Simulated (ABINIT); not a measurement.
# Beyond one shot: NaMgF3 (Pm-3m)

How far does self-consistency move the gap of NaMgF3 (Pm-3m)?

Program: ABINIT 10.8.3. Level of theory: LDA and many-body steps on it, plane waves. Results are calculated unless marked as measured.

**1. Set-up**

It takes space group Pm-3m (No. 221, cubic). The conventional cell has a = 3.951 Å, b = 3.951 Å, c = 3.951 Å, α = 90.00°, β = 90.00°, γ = 90.00°. Nearest to Na lie 12 F at 2.79 Å. Nearest to Mg lie 6 F at 1.98 Å. Nearest to F lie 2 Mg at 1.98 Å and 4 Na at 2.79 Å. Farther neighbours and most contacts between anions are not listed.

The cell and positions are those that the Materials Project relaxed with its own functionals (PBE, PBE+U or r2SCAN), kept fixed.

**2. Empty states on the mesh, 2×2×2 mesh, 66 bands**

This step: ABINIT 10.8.3; DFT, LDA, plane waves, norm-conserving pseudopotentials.

The sums over transitions need many empty states on a uniform mesh; this step solves for them.

run.abi reads:

```
acell 3*1.0 Angstrom
rprim 
  3.950839000000 0.000000000000 0.000000000000
  0.000000000000 3.950839000000 0.000000000000
  0.000000000000 0.000000000000 3.950839000000
ntypat 3
znucl 11 12 9
natom 5
typat 1 2 3 3 3
xred 
  0.000000000000 0.000000000000 0.000000000000
  0.500000000000 0.500000000000 0.500000000000
  0.500000000000 0.500000000000 0.000000000000
  0.500000000000 0.000000000000 0.500000000000
  0.000000000000 0.500000000000 0.500000000000
pp_dirpath "pseudos"
pseudos "Na.upf, Mg.upf, F.upf"
ecut 38
ngkpt 2 2 2
nshiftk 1
shiftk 0 0 0
kptopt 1
chksymbreak 0
iscf -2
irdden 1
istwfk *1
nband 66
nbdbuf 6
tolwfr 1e-09
nstep 60
prtvol 0
indata_prefix "in"
outdata_prefix "out"
tmpdata_prefix "tmp"
```

On the command line:

```sh
> OMP_NUM_THREADS=1 mpirun -n 4 abinit run.abi > log
```

Numbers of over 12 decimals in the logs are rounded to 6 here.

Log:

```text
.Version 10.8.3 of ABINIT. v10.8.2 released Aug 2026.

 Symmetries : space group Pm -3 m (#221); Bravais cP (primitive cubic)
[... echo of the input left out ...]
== DATASET  1 ==================================================================
-   mpi_nproc: 4, omp_nthreads: 1 (-1 if OMP is not activated)

--- !DatasetInfo
iteration_state: {dtset: 1, }
dimensions: {natom: 5, nkpt: 4, mband: 66, nsppol: 1, nspinor: 1, nspden: 1, mpw: 4700, }
cutoff_energies: {ecut:  38.0, pawecutdg:  -1.0, }
[...]
1.37709    1.38216    1.38216    1.47116    1.47116    1.47116    1.52087    1.53053
   1.53053    1.53053    1.56971    1.56971    1.56971    1.59272    1.59272    1.59272
   1.69419    1.69420
 prteigrs : prtvol=0 or 1, do not print more k-points.

== END DATASET(S) ==============================================================
================================================================================

 -outvars: echo values of variables after computation  --------
            nband          66
             nkpt           4
          spgroup         221
 [... the other variables as echoed above ...]

 Calculation completed.
```

Wall time 8.2 s (4 MPI ranks of Arm Neoverse V1, shared host); peak memory 0.29 GiB.

This step gave:

```
gap                                                           : 5.650 eV
k of the valence top                                          : 0.5, 0.5, 0.5
k of the conduction bottom                                    : 0, 0, 0
least direct gap                                              : 6.107 eV
k points computed                                             : 4
lowest point of the top converged band, above the valence top : 40.50 eV
```

On this mesh the gap is 5.650 eV.

The density comes from a self-consistent run that is not shown.

**3. Screening, 2×2×2 mesh, 60 bands, screening to 106.1 eV**

The RPA dielectric matrix is built and inverted for each q.

This step: RPA screening on LDA, plane waves, norm-conserving pseudopotentials.

Changes to run.abi since step 2:

```diff
@@ -23,10 +23,11 @@
 chksymbreak 0
-iscf -2
-irdden 1
 istwfk *1
-nband 66
-nbdbuf 6
-tolwfr 1e-09
-nstep 60
-prtvol 0
+occopt 1
+irdwfk 1
+optdriver 3
+nband 60
+ecuteps 3.9
+inclvkb 2
+awtr 1
+symchi 1
 indata_prefix "in"
```

Log:

```text
.Version 10.8.3 of ABINIT. v10.8.2 released Aug 2026.

 Symmetries : space group Pm -3 m (#221); Bravais cP (primitive cubic)
[... echo of the input left out ...]
== DATASET  1 ==================================================================
-   mpi_nproc: 4, omp_nthreads: 1 (-1 if OMP is not activated)

--- !DatasetInfo
iteration_state: {dtset: 1, }
dimensions: {natom: 5, nkpt: 4, mband: 60, nsppol: 1, nspinor: 1, nspden: 1, mpw: 4700, }
cutoff_energies: {ecut:  38.0, pawecutdg:  -1.0, }
electrons: {nelect:   4.00000000E+01, charge:   0.00000000E+00, occopt:   1.00000000E+00, tsmear:   1.00000000E-02, }

 SCREENING: Calculation of the susceptibility and dielectric matrices

 Based on a program developped by R.W. Godby, V. Olevano, G. Onida, and L. Reining.
 Incorporated in ABINIT by V. Olevano, G.-M. Rignanese, and M. Torrent.
.Using double precision arithmetic ; gwpc =  8

[... cell and pseudopotentials left out ...]
--------------------------------------------------------------------------------

 ==== K-mesh for the wavefunctions ====
 Number of points in the irreducible wedge :     4
[... list of points left out ...]
 Together with 48 symmetry operations and time-reversal symmetry
 yields     8 points in the full Brillouin Zone.

 ==== Q-mesh for the screening function ====
 Number of points in the irreducible wedge :     4
[... list of points left out ...]
 Together with 48 symmetry operations and time-reversal symmetry
 yields     8 points in the full Brillouin Zone.

 setmesh: FFT mesh size selected  =    27x   27x   27
          total number of points  =        19683

 vcoul_init : cutoff-mode = AUXILIARY_FUNCTION
 q-points for optical limit:   1
     1)      0.000010    0.000020    0.000030

- screening: taking advantage of time-reversal symmetry
- Maximum band index for partially occupied states nbvw = 20
- Remaining bands to be divided among processors   nbcw = 40
- Number of bands treated by each node ~10

 Number of electrons calculated from density =   40.0000; Expected =   40.0000
 average of density, n =  0.096116
 r_s =    1.3543
 omega_plasma =   29.9057 [eV]

 calculating chi0 at frequencies [eV] :
  1    0.000000E+00    0.000000E+00
  2    0.000000E+00    2.990565E+01

--------------------------------------------------------------------------------
  q-point number  1        q = ( 0.000000, 0.000000, 0.000000) [r.l.u.]
--------------------------------------------------------------------------------
[... chi0 elements left out ...]
 For q-point:  0.000010 0.000020 0.000030
  dielectric constant =   1.9200
  dielectric constant without local fields =   2.0023

  Average fulfillment of the sum rule on Im[epsilon] for q-point    1 :     26.26  [%]
[... wings left out ...]
  q-point number  2        q = ( 0.500000, 0.000000, 0.000000) [r.l.u.]
--------------------------------------------------------------------------------
[... chi0 elements left out ...]
  Average fulfillment of the sum rule on Im[epsilon] for q-point    2 :     33.29  [%]

 [... 2 further q-points ...]
```

Elapsed: 5.8 s, on 4 MPI ranks; peak memory 0.48 GiB.

This step gave:

- ε∞ with local fields, on this mesh, along the program's q direction: 1.92
- the same without local fields: 2.002
- plasma frequency: 29.91 eV
- plane waves in the screening matrix: 171

Local fields lower ε∞ by 4 %. On a Γ-centred mesh this coarse the value itself is usually too large, while a short band sum pulls it down.

**4. G0W0**

The self-energy is evaluated for the states that the input lists, and the levels follow from it, in one-shot runs by the linearised quasiparticle equation.

This step: G0W0 on LDA, plane waves, norm-conserving pseudopotentials.

Changes to run.abi since step 3:

```diff
@@ -26,8 +26,17 @@
 irdwfk 1
-optdriver 3
+optdriver 4
 nband 60
+gwcalctyp 0
+ecutsigx 38
+symsigma 1
+nkptgw 2
+kptgw 
+  0.5000000000 0.5000000000 0.5000000000
+  0.0000000000 0.0000000000 0.0000000000
+bdgw 
+  18 24
+  18 22
 ecuteps 3.9
-inclvkb 2
-awtr 1
-symchi 1
+irdscr 1
+ppmodel 1
 indata_prefix "in"
```

Log:

```text
.Version 10.8.3 of ABINIT. v10.8.2 released Aug 2026.

 Symmetries : space group Pm -3 m (#221); Bravais cP (primitive cubic)
[... echo of the input left out ...]
== DATASET  1 ==================================================================
-   mpi_nproc: 4, omp_nthreads: 1 (-1 if OMP is not activated)

--- !DatasetInfo
iteration_state: {dtset: 1, }
dimensions: {natom: 5, nkpt: 4, mband: 60, nsppol: 1, nspinor: 1, nspden: 1, mpw: 4700, }
cutoff_energies: {ecut:  38.0, pawecutdg:  -1.0, }
electrons: {nelect:   4.00000000E+01, charge:   0.00000000E+00, occopt:   1.00000000E+00, tsmear:   1.00000000E-02, }

 SIGMA: Calculation of the GW corrections

 Based on a program developped by R.W. Godby, V. Olevano, G. Onida, and L. Reining.
 Incorporated in ABINIT by V. Olevano, G.-M. Rignanese, and M. Torrent.
.Using double precision arithmetic ; gwpc =  8

[... cell and pseudopotentials left out ...]
--------------------------------------------------------------------------------

 ==== K-mesh for the wavefunctions ====
 Number of points in the irreducible wedge :     4
[... list of points left out ...]
 Together with 48 symmetry operations and time-reversal symmetry
 yields     8 points in the full Brillouin Zone.

 ==== Q-mesh for screening function ====
 Number of points in the irreducible wedge :     4
[... list of points left out ...]
 Together with 48 symmetry operations and time-reversal symmetry
 yields     8 points in the full Brillouin Zone.

 vcoul_init : cutoff-mode = AUXILIARY_FUNCTION
 q-points for optical limit:   1
     1)      0.000010    0.000020    0.000030
 setmesh: FFT mesh size selected  =    45x   45x   45
          total number of points  =        91125

 Number of electrons calculated from density =   40.0000; Expected =   40.0000
 average of density, n =  0.096116
 r_s =    1.3543
 omega_plasma =   29.9057 [eV]

 === KS Band Gaps ===
  >>>> For spin  1
   Minimum direct gap =   6.1069 [eV], located at k-point      :   0.0000  0.0000  0.0000
   Fundamental gap    =   5.6505 [eV], Top of valence bands at :   0.5000  0.5000  0.5000
                                       Bottom of conduction at :   0.0000  0.0000  0.0000
 SIGMA fundamental parameters:
 PLASMON POLE MODEL  1
 number of plane-waves for SigmaX                 4697
 number of plane-waves for SigmaC and W            171
 number of plane-waves for wavefunctions          4697
 number of bands                                    60
 number of independent spin polarizations            1
 number of spinorial components                      1
 number of k-points in IBZ                           4
 number of q-points in IBZ                           4
 number of symmetry operations                      48
 number of k-points in BZ                            8
 number of q-points in BZ                            8
 number of frequencies for dSigma/dE                 9
 frequency step for dSigma/dE [eV]                0.25
 number of omega for Sigma on real axis              0
 max omega for Sigma on real axis  [eV]           0.00
 zcut for avoiding poles [eV]                     0.10

 EPSILON^-1 parameters (SCR file):
 dimension of the eps^-1 matrix on file            171
 dimension of the eps^-1 matrix used               171
 number of plane-waves for wavefunctions          4697
 number of bands                                    60
 number of q-points in IBZ                           4
 number of frequencies                               2
 number of real frequencies                          1
 number of imag frequencies                          1

 matrix elements of self-energy operator (all in [eV])

 Perturbative Calculation

--- !SelfEnergy_ee
iteration_state: {dtset: 1, }
kpoint     : [   0.500,    0.500,    0.500, ]
spin       : 1
KS_gap     :    9.965
QP_gap     :   14.731
Delta_QP_KS:    4.765
data: !SigmaeeData |
     Band     E0 <VxcDFT>   SigX SigC(E0)      Z dSigC/dE  Sig(E)    E-E0       E
       18  -1.120 -22.707 -30.255   4.921   0.822  -0.216 -24.867  -2.161  -3.281
       19  -1.120 -22.707 -30.255   4.921   0.822  -0.216 -24.867  -2.161  -3.281
       20  -1.120 -22.707 -30.255   4.921   0.822  -0.216 -24.867  -2.161  -3.281
       21   8.845  -8.476  -3.052  -2.551   0.907  -0.103  -5.871   2.605  11.450
       22  11.369 -10.675  -4.721  -2.693   0.896  -0.116  -7.754   2.921  14.290
       23  11.369 -10.675  -4.721  -2.693   0.896  -0.116  -7.754   2.921  14.290
[...]
--- !SelfEnergy_ee
iteration_state: {dtset: 1, }
kpoint     : [   0.000,    0.000,    0.000, ]
spin       : 1
KS_gap     :    6.107
QP_gap     :   10.645
Delta_QP_KS:    4.538
data: !SigmaeeData |
     Band     E0 <VxcDFT>   SigX SigC(E0)      Z dSigC/dE  Sig(E)    E-E0       E
[...]
20  -1.576 -22.397 -29.913   4.846   0.824  -0.214 -24.597  -2.200  -3.776
       21   4.530 -10.163  -5.208  -2.362   0.901  -0.109  -7.825   2.338   6.868
       22  11.776 -12.005  -5.502  -2.796   0.897  -0.114  -8.679   3.326  15.102

== END DATASET(S) ==============================================================
================================================================================

 -outvars: echo values of variables after computation  --------
           etotal      0.0000000000E+00
            nband          60
             nkpt           4
          spgroup         221
 [... the other variables as echoed above ...]

 Calculation completed.
```

It took 4.4 s on 4 MPI ranks; peak memory 0.7 GiB.

This step gave:

```
G0W0 gap on the points computed              : 10.15 eV
starting gap on the mesh                     : 5.650 eV
k of the valence top                         : 0.5, 0.5, 0.5
k of the conduction bottom                   : 0, 0, 0
Z at the valence top                         : 0.822
Z at the conduction bottom                   : 0.901
least direct G0W0 gap on the computed points : 10.64 eV
```

The gap on the mesh goes from 5.65 eV to 10.15 eV, a correction of +4.50 eV.

**5. evGW0, cycle 1**

This step: evGW0 on LDA, plane waves, norm-conserving pseudopotentials.

Changes to run.abi since step 4:

```diff
@@ -28,12 +28,16 @@
 nband 60
-gwcalctyp 0
+gwcalctyp 10
 ecutsigx 38
 symsigma 1
-nkptgw 2
+nkptgw 4
 kptgw 
+  0.0000000000 0.0000000000 0.0000000000
+  0.5000000000 0.0000000000 0.0000000000
+  0.5000000000 0.5000000000 0.0000000000
   0.5000000000 0.5000000000 0.5000000000
-  0.0000000000 0.0000000000 0.0000000000
 bdgw 
-  18 24
-  18 22
+  12 24
+  12 24
+  12 24
+  12 24
 ecuteps 3.9
```

Log:

```text
.Version 10.8.3 of ABINIT. v10.8.2 released Aug 2026.

 Symmetries : space group Pm -3 m (#221); Bravais cP (primitive cubic)
[... echo of the input left out ...]
== DATASET  1 ==================================================================
-   mpi_nproc: 4, omp_nthreads: 1 (-1 if OMP is not activated)

--- !DatasetInfo
iteration_state: {dtset: 1, }
dimensions: {natom: 5, nkpt: 4, mband: 60, nsppol: 1, nspinor: 1, nspden: 1, mpw: 4700, }
cutoff_energies: {ecut:  38.0, pawecutdg:  -1.0, }
electrons: {nelect:   4.00000000E+01, charge:   0.00000000E+00, occopt:   1.00000000E+00, tsmear:   1.00000000E-02, }

 SIGMA: Calculation of the GW corrections

 Based on a program developped by R.W. Godby, V. Olevano, G. Onida, and L. Reining.
 Incorporated in ABINIT by V. Olevano, G.-M. Rignanese, and M. Torrent.
.Using double precision arithmetic ; gwpc =  8

[... cell and pseudopotentials left out ...]
--------------------------------------------------------------------------------

 ==== K-mesh for the wavefunctions ====
 Number of points in the irreducible wedge :     4
[... list of points left out ...]
 Together with 48 symmetry operations and time-reversal symmetry
 yields     8 points in the full Brillouin Zone.

 ==== Q-mesh for screening function ====
 Number of points in the irreducible wedge :     4
[... list of points left out ...]
 Together with 48 symmetry operations and time-reversal symmetry
 yields     8 points in the full Brillouin Zone.

 vcoul_init : cutoff-mode = AUXILIARY_FUNCTION
 q-points for optical limit:   1
     1)      0.000010    0.000020    0.000030
 setmesh: FFT mesh size selected  =    45x   45x   45
          total number of points  =        91125

 Number of electrons calculated from density =   40.0000; Expected =   40.0000
[...]
--- !SelfEnergy_ee
iteration_state: {dtset: 1, }
kpoint     : [   0.500,    0.500,    0.000, ]
spin       : 1
KS_gap     :   10.166
QP_gap     :   15.140
Delta_QP_KS:    4.974
data: !SigmaeeData |
     Band     E_DFT   <VxcDFT>   E(N-1)  <Hhartree>   SigX  SigC[E(N-1)]    Z     dSigC/dE  Sig[E(N)]  DeltaE  E(N)_pert E(N)_diago
[...]
--- !SelfEnergy_ee
iteration_state: {dtset: 1, }
kpoint     : [   0.500,    0.500,    0.500, ]
spin       : 1
KS_gap     :    9.965
QP_gap     :   14.731
Delta_QP_KS:    4.765
data: !SigmaeeData |
     Band     E_DFT   <VxcDFT>   E(N-1)  <Hhartree>   SigX  SigC[E(N-1)]    Z     dSigC/dE  Sig[E(N)]  DeltaE  E(N)_pert E(N)_diago
[...]
23    11.369   -10.675    11.369    22.045    -4.721    -2.693     0.896    -0.116    -7.754     2.921    14.290    14.630
       24    11.369   -10.675    11.369    22.045    -4.721    -2.693     0.896    -0.116    -7.754     2.921    14.290    14.630

 New Fermi energy :        6.202412E-02 Ha ,    1.687762E+00 eV

 === QP Band Gaps ===
  >>>> For spin  1
   Minimum direct gap =  11.3707 [eV], located at k-point      :   0.0000  0.0000  0.0000
   Fundamental gap    =  10.8719 [eV], Top of valence bands at :   0.5000  0.5000  0.5000
                                       Bottom of conduction at :   0.0000  0.0000  0.0000

 writing QP data on file : out_QPS

 Convergence of QP corrections
 >>>>> For spin  1 <<<<<
.  kptgw no:  1; Maximum DeltaE = (   0.000   0.000) for band index: 11
.  kptgw no:  2; Maximum DeltaE = (  -2.422   0.000) for band index: 12
.  kptgw no:  3; Maximum DeltaE = (  -2.484   0.000) for band index: 13
.  kptgw no:  4; Maximum DeltaE = (   3.318   0.000) for band index: 11

== END DATASET(S) ==============================================================
================================================================================

 -outvars: echo values of variables after computation  --------
           etotal      0.0000000000E+00
            nband          60
             nkpt           4
          spgroup         221
 [... the other variables as echoed above ...]

 Calculation completed.
```

It took 11 s on 4 MPI ranks; peak memory 0.86 GiB.

This step gave:

```
quasiparticle gap on the mesh                         : 10.87 eV
gap of the density functional on the mesh             : 5.650 eV
k of the valence top                                  : 0.5, 0.5, 0.5
k of the conduction bottom                            : 0, 0, 0
Z at the valence top                                  : 0.822
Z at the conduction bottom                            : 0.901
least direct quasiparticle gap on the computed points : 11.37 eV
```

Against G0W0 in ABINIT (2×2×2 mesh, 60 bands, screening to 106.1 eV, Godby-Needs plasmon pole), the gap moves by +0.723 eV. This first cycle still uses the starting levels; it takes the full correction, at all points of the mesh, and its linearised value is 10.149 eV.

**6. evGW0, cycle 2**

The corrected levels of the last cycle go back in.

Changes to run.abi since step 5:

```diff
@@ -45,2 +45,3 @@
 ppmodel 1
+irdqps 1
 indata_prefix "in"
```

Log:

```text
.Version 10.8.3 of ABINIT. v10.8.2 released Aug 2026.

 Symmetries : space group Pm -3 m (#221); Bravais cP (primitive cubic)
[... echo of the input left out ...]
== DATASET  1 ==================================================================
-   mpi_nproc: 4, omp_nthreads: 1 (-1 if OMP is not activated)

--- !DatasetInfo
iteration_state: {dtset: 1, }
dimensions: {natom: 5, nkpt: 4, mband: 60, nsppol: 1, nspinor: 1, nspden: 1, mpw: 4700, }
cutoff_energies: {ecut:  38.0, pawecutdg:  -1.0, }
[...]
.  kptgw no:  2; Maximum DeltaE = (   0.066   0.000) for band index: 12
.  kptgw no:  3; Maximum DeltaE = (   0.082   0.001) for band index: 13
.  kptgw no:  4; Maximum DeltaE = (  -0.257  -0.000) for band index: 11

== END DATASET(S) ==============================================================
================================================================================

 -outvars: echo values of variables after computation  --------
           etotal      0.0000000000E+00
            nband          60
             nkpt           4
          spgroup         221
 [... the other variables as echoed above ...]

 Calculation completed.
```

Wall time 11 s (4 MPI ranks); peak memory 0.79 GiB; 46 s of CPU time.

This step gave:

```
quasiparticle gap on the mesh                         : 10.77 eV
gap of the density functional on the mesh             : 5.650 eV
k of the valence top                                  : 0.5, 0.5, 0.5
k of the conduction bottom                            : 0, 0, 0
least direct quasiparticle gap on the computed points : 11.26 eV
```

Against the cycle before, the gap moves by −0.106 eV.

(Part 1 of 3 ends here.)

[Paths, hosts, dates, memory and timing lines, banners, echoed tables and standing remarks are left out of the program output.]

[Logs are printed without paths, hosts, clocks, repeated set-up lines and the standing remarks that a program may print on its own settings, such as how far it seeks lower states.]

[Runs of the session that timed out or met a known fault of the program may be left out.]

[Hosts, paths, dates, database ids (printed as entryN), source tags and the programs' standing remarks are cut or masked in the printed files.]

[G0W0 gaps are taken among the corrected bands and points alone; a level outside them can change the order at an edge.]

[Where Ansatz stands beside ABINIT at settings called matched, ABINIT's density can come from a denser mesh and the files from another edition; pairs whose starting gaps differed by over 0.03 eV were left out, so agreement reads better than it is.]
